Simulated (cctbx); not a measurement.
# What is wrong with this refinement?

Cell a = 6.8460 Å, b = 4.3890 Å, c = 7.5830 Å, α = 90.00°, β = 90.00°, γ = 90.00°; space group Pnma (no. 62).

The data are simulated with cctbx, not measured: Ag Kα, λ = 0.56087 Å, to d = 0.75 Å, 50 % of the full sphere, strongest reflection 40000 counts, noise from counting, a 1.5 % proportional error and a noise floor of 15 counts (s.d.); no absorption.

An anisotropic refinement with weights 1/σ² prints:

```text
Rint 0.020, 306 unique reflections to 0.75 A
cycle     R1     wR2    GooF  max shift (A)
   1  0.1838  0.3965  18.272   0.01612
   3  0.0801  0.1917   8.834   0.00004
final R1 0.0801 wR2 0.1917 GooF 8.834  parameters 18  data/parameter 17.0
atom        x        y        z      Ueq    occ   su(xyz)  su(Uiso or U11)
Tb1    0.02129  0.75000  0.30271   0.0122  1.000  0.00028  0.0010
Ti1    0.67414  0.75000  0.58866  -0.0061  1.000  0.00070  0.0021  NPD
Ga1    0.78041  0.75000  0.89658   0.0495  1.000  0.00136  0.0054
difference map: max 8.99 min -6.69 rms 1.33
Q1    0.1425  0.7500  0.9188    4    9.08  0.22 A from Ti1
Q2    0.1278  0.7500  0.5931    4    5.30  1.05 A from Ga1
Q3    0.0618  0.2500  0.0918    4    4.14  1.08 A from Ga1
Q4    0.2181  0.2500  0.1189    4    3.89  0.12 A from Ga1
Q5    0.2248  0.7500  0.0883    4    3.46  1.39 A from Ti1
Q6    0.1750  0.7500  0.5208    4    3.06  0.96 A from Ga1
```

**Question.** Can this result stand? If not, what is the likely fault?

Mend it. The fault: elements exchanged: Ga1 is Ti and Ti1 is Ga. Against the right model at the same level, R1 goes from 0.0102 to 0.0801 and GooF from 0.92 to 8.83, U of Ti1 shrinks from 0.0148 to -0.0061 Å², U of Ga1 swells from 0.0203 to 0.0495 Å², the top difference peak, 9.1 e/Å³, lies on Ti1, a hole of -6.7 e/Å³ opens and Ti1 goes non-positive-definite. Ga1 has 9 electrons too many and its U swells to shed them, as expected; Ti1 has 9 electrons too few and its U shrinks to make up, as expected.

The compound is TbTiGa. The right model at the same level gives:

```text
Rint 0.020, 306 unique reflections to 0.75 A
cycle     R1     wR2    GooF  max shift (A)
   1  0.0416  0.0900   4.147   0.00342
   2  0.0102  0.0200   0.921   0.00000
final R1 0.0102 wR2 0.0200 GooF 0.921  parameters 18  data/parameter 17.0
atom        x        y        z      Ueq    occ   su(xyz)  su(Uiso or U11)
Tb1    0.02152  0.75000  0.30262   0.0119  1.000  0.00003  0.0001
Ga1    0.67328  0.75000  0.58821   0.0148  1.000  0.00007  0.0002
Ti1    0.78158  0.75000  0.89478   0.0203  1.000  0.00014  0.0004
difference map: max 0.88 min -0.94 rms 0.24
Q1    0.0275  0.7500  0.7426    4    0.90  1.63 A from Ga1
Q2    0.2062  0.7500  0.2617    4    0.89  1.30 A from Tb1
Q3    0.1213  0.6370  0.1388    8    0.75  1.50 A from Tb1
Q4    0.0422  0.2500  0.8914    4    0.70  1.53 A from Tb1
Q5    0.0794  0.2500  0.5969    4    0.70  1.03 A from Tb1
Q6    0.1454  0.5621  0.7282    8    0.69  1.56 A from Ti1
```

The model was made for the exercise: a known structure type with other elements put in, its volume estimated, not relaxed; displacement parameters are assumed.

[Middle refinement cycles are left out of these outputs.]

[Logs are printed without paths, hosts, clocks, repeated set-up lines and the standing remarks that a program may print on its own settings, such as how far it seeks lower states.]
